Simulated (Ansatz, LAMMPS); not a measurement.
# Sn in place of Ge at several sites of amorphous Si0.8Ge0.2 (132 atoms): runs compared

Aim: make Sn in place of Ge at several sites of amorphous Si0.8Ge0.2 (132 atoms), relax each, and compare their energies.

Computed with Ansatz 0.2.0: Kohn-Sham DFT, PBEsol, PAW (set soft_2), plane waves.

## (1) The cell as built

The cell holds 132 atoms: 106 Si and 26 Ge. Its edges and angles: a = 14.027 Å, b = 14.027 Å, c = 14.027 Å, α = 90.0°, β = 90.0°, γ = 90.0°. 132 atoms (106 Si, 26 Ge) placed at random at 2.93 g/cm³, melted at 3500 K for 10 ps at fixed volume with the Tersoff potential (Tersoff, Phys. Rev. B 39, 5566 (1989)). Quenched from 3500 K to 500 K at 5 K/ps and fixed volume, annealed at 1000 K for 20 ps, held 5 ps.

Limits known from the start: The quench rate of 5 K/ps far exceeds what a furnace or splat quench reaches, so expect more defects and frozen-in strain than in a real sample. The network of bonds at the start is that of the classical potential that made the cell, and needn't be the one that DFT or experiment would give. Sampling is at Γ alone, for a cell whose shortest periodic width is 14 Å.

## (2) The reference run

The reference is a single point at the end of the relaxation.

Every defect cell starts from the geometry of this run and is relaxed in the fixed cell.

Its input, with most atom lines left out:

```yaml
crystal:
  lattice:
    - [14.0275, 0.0, 0.0]
    - [0.0, 14.0275, 0.0]
    - [0.0, 0.0, 14.0275]
  atoms:
    - { symbol: Si, position: [0.73435, 0.09473, 0.30598] }
    - { symbol: Si, position: [0.56747, 0.60893, 0.66889] }
    - { symbol: Si, position: [0.91742, 0.92737, 0.53135] }
    - { symbol: Si, position: [0.57052, 0.33299, 0.80853] }
    - { symbol: Si, position: [0.4637, 0.45639, 0.27554] }
    - { symbol: Si, position: [0.61203, 0.34461, 0.09285] }
    - { symbol: Si, position: [0.50123, 0.8121, 0.09949] }
    [... atom lines 8 to 132 left out ...]
kpoints:
  mp_grid: { grid: [1, 1, 1] }
hamiltonian:
  xc: pbesol
scf:
  occupations: { method: fermi_dirac, width: 0.025 }
output:
  forces: true
  stress: true
  populations: true
  dos:
    method: { smearing: { sigma: 0.15 } }
    de: 0.1
    projected: { site_lists: { Ge: [Ge], Si: [Si] } }
  eigenvalues: true
  write_density: true
  write_potential: true
  volumetric_format: npy
  elf: true
```

| Item | Value |
| --- | --- |
| free energy per atom | -1336.6843 eV/atom |
| r.m.s. force component | 0.0055 eV/Å |
| pressure | -1.499 GPa |

The highest filled and lowest empty levels lie 0.173 eV apart (at Γ alone), but 2 levels are partly filled, by over 2 %, under the smearing.

## (3) The runs

Each row is one run, on 4 threads of Arm Neoverse V1, shared host. The free energy is the program's total, comparable only between runs with the same functional, potentials and atoms.

| run | atoms | outcome | ionic steps, all passes | free energy (eV) | time | host memory (GiB) |
| --- | --- | --- | --- | --- | --- | --- |
| Single point at the start | 132 | converged | - | -176433.428 | 48 s | 3.7 |
| Relaxation | 132 | converged | 17 | -176442.332 | 8.7 min | 3.7 |
| Single point at the relaxed geometry | 132 | converged | - | -176442.332 | 79 s | 3.8 |
| Sn on a site of Ge, site Ge116 | 132 | converged | 4 | -178138.442 | 3.3 min | 3.9 |
| Sn on a site of Ge, site Ge125 | 132 | converged | 4 | -178138.444 | 3.2 min | 3.9 |
| Sn on a site of Ge, site Ge109 | 132 | converged | 4 | -178138.536 | 3.2 min | 3.9 |
| Sn on a site of Ge, site Ge131 | 132 | converged | 5 | -178138.306 | 4 min | 3.9 |
| Sn on a site of Ge, site Ge120 | 132 | converged | 3 | -178138.433 | 2.5 min | 3.9 |
| Sn on a site of Ge, site Ge130 | 132 | converged | 4 | -178138.725 | 3.3 min | 3.9 |

A closer look about site Ge130, the cheapest one, after relaxation: 10 atoms, nearest first, numbered in the order of the input, with positions taken from that point.

| atom | x | y | z | distance (Å) | bonds |
| --- | --- | --- | --- | --- | --- |
| Sn130 | -0.03 | 0.00 | 0.12 | 0.12 | 4 |
| Si62 | 2.18 | 0.64 | -1.41 | 2.67 | 5 |
| Si13 | -1.97 | 1.85 | -0.02 | 2.70 | 4 |
| Ge125 | 0.43 | -1.06 | -2.48 | 2.73 | 5 |
| Si44 | 1.06 | -0.49 | 2.52 | 2.77 | 4 |
| Si58 | -1.35 | -2.31 | -1.19 | 2.93 | 4 |
| Ge131 | -0.23 | 2.92 | 1.24 | 3.18 | 4 |
| Si106 | 1.98 | 2.78 | -0.08 | 3.41 | 5 |
| Si54 | -0.30 | 1.35 | 3.13 | 3.43 | 4 |
| Si33 | -3.33 | 0.24 | 0.99 | 3.49 | 4 |

The column of bonds counts only the pairs Si-Si within 2.83 Å, Si-Ge within 2.83 Å, Si-Sn within 2.92 Å, Ge-Ge within 2.93 Å, Ge-Sn within 3.03 Å; other neighbours, such as metal atoms beside each other in a compound, aren't counted, and periodic images can show an atom twice.

## (4) The sites compared

All these cells hold the same atoms, so their energies can be compared with no chemical potential.

| site | neighbours | mean distance (Å) | atoms within 6 Å | energy over the best site (eV) | before relaxation (eV) | gain on relaxing (eV) |
| --- | --- | --- | --- | --- | --- | --- |
| Ge130 | Si3Ge | 2.58 | 40 | 0.00 | 0.00 | 0.32 |
| Ge109 | Si3Ge | 2.49 | 43 | 0.19 | 0.25 | 0.39 |
| Ge125 | Si3Ge2 | 2.55 | 44 | 0.28 | 0.35 | 0.39 |
| Ge116 | Si3 | 2.49 | 43 | 0.28 | 0.32 | 0.36 |
| Ge120 | Si4 | 2.44 | 46 | 0.29 | 0.41 | 0.44 |
| Ge131 | Si4 | 2.44 | 47 | 0.42 | 0.59 | 0.49 |

Neighbours are those of the relaxed host within 2.77 Å (Si-Ge), 2.98 Å (Ge-Ge); other pairs aren't counted.

## (5) What came out

The cheapest site is Ge130 (4 neighbours, Si3Ge); the dearest, Ge131 (4 neighbours, Si4), costs 0.42 eV more. By coordination the energies over the best site are 0.28 eV with 3 neighbours, 0.00 to 0.42 eV with 4 neighbours and 0.28 eV with 5 neighbours. Relaxation gains 0.32 to 0.49 eV and leaves the best site the same.

Caveats: Defects are neutral and interact with their images. In a disordered cell the relaxation can also rearrange atoms far from the site. Only 6 of the 26 Ge sites were tried; unless symmetry makes the others alike to these, a cheaper one may exist.

The DFT runs together took 30 min of wall time.

[Logs are printed without paths, hosts, clocks, repeated set-up lines and the standing remarks that a program may print on its own settings, such as how far it seeks lower states.]

[Hosts, paths, dates, database ids (printed as entryN), source tags and the programs' standing remarks are cut or masked in the printed files.]
